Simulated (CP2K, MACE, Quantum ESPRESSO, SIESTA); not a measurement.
# Ranking relaxed geometries by hand: random packing of 75TeO2-25ZnO (mol %) (55 atoms)

The cell holds 55 atoms (15 Te, 35 O and 5 Zn). Recipe: 55 atoms (15 Te, 35 O, 5 Zn) packed at random in a cube at 5.57 g/cm³ and pushed apart as soft spheres, cations and anions kept from their own kind; a start for melting by ab initio MD, not an equilibrated structure.

Each method relaxed the atoms from this start in the fixed cell; Quantum ESPRESSO 7.5 (PBE; plane waves, SSSP efficiency, 60/480 Ry; k-points Γ) then solved the start and every end.

```
                geometry  free energy (eV)  r.m.s. force (eV/Å)
                   start        -56552.491                2.033
end of MACE MPA-0 medium        -56618.920                0.685
 end of CP2K double zeta        -56624.879                0.144
       end of SIESTA DZP        -56604.938                0.274
```

Task: Find the energy that each relaxation gains per atom at this level, and what share of the best gain each reaches. Compare the gap between best and worst with kT at 300 K (25.9 meV).

Worked:

MACE MPA-0 medium: -56552.491 − (-56618.920) = 66.429 eV, or 1207.8 meV an atom; 92 % of the best.

CP2K double zeta: -56552.491 − (-56624.879) = 72.388 eV, or 1316.1 meV an atom; 100 % of the best.

SIESTA DZP: -56552.491 − (-56604.938) = 52.447 eV, or 953.6 meV an atom; 72 % of the best.

CP2K double zeta gains most. SIESTA DZP ends 19.941 eV higher for the cell, 362.6 meV an atom, which is 14 kT an atom and 770 kT for the cell.

Limits: no end is a minimum of this level; CP2K double zeta and SIESTA DZP stopped short of the threshold.

[Logs are printed without paths, hosts, clocks, repeated set-up lines and the standing remarks that a program may print on its own settings, such as how far it seeks lower states.]

[Hosts, paths, dates, database ids (printed as entryN), source tags and the programs' standing remarks are cut or masked in the printed files.]
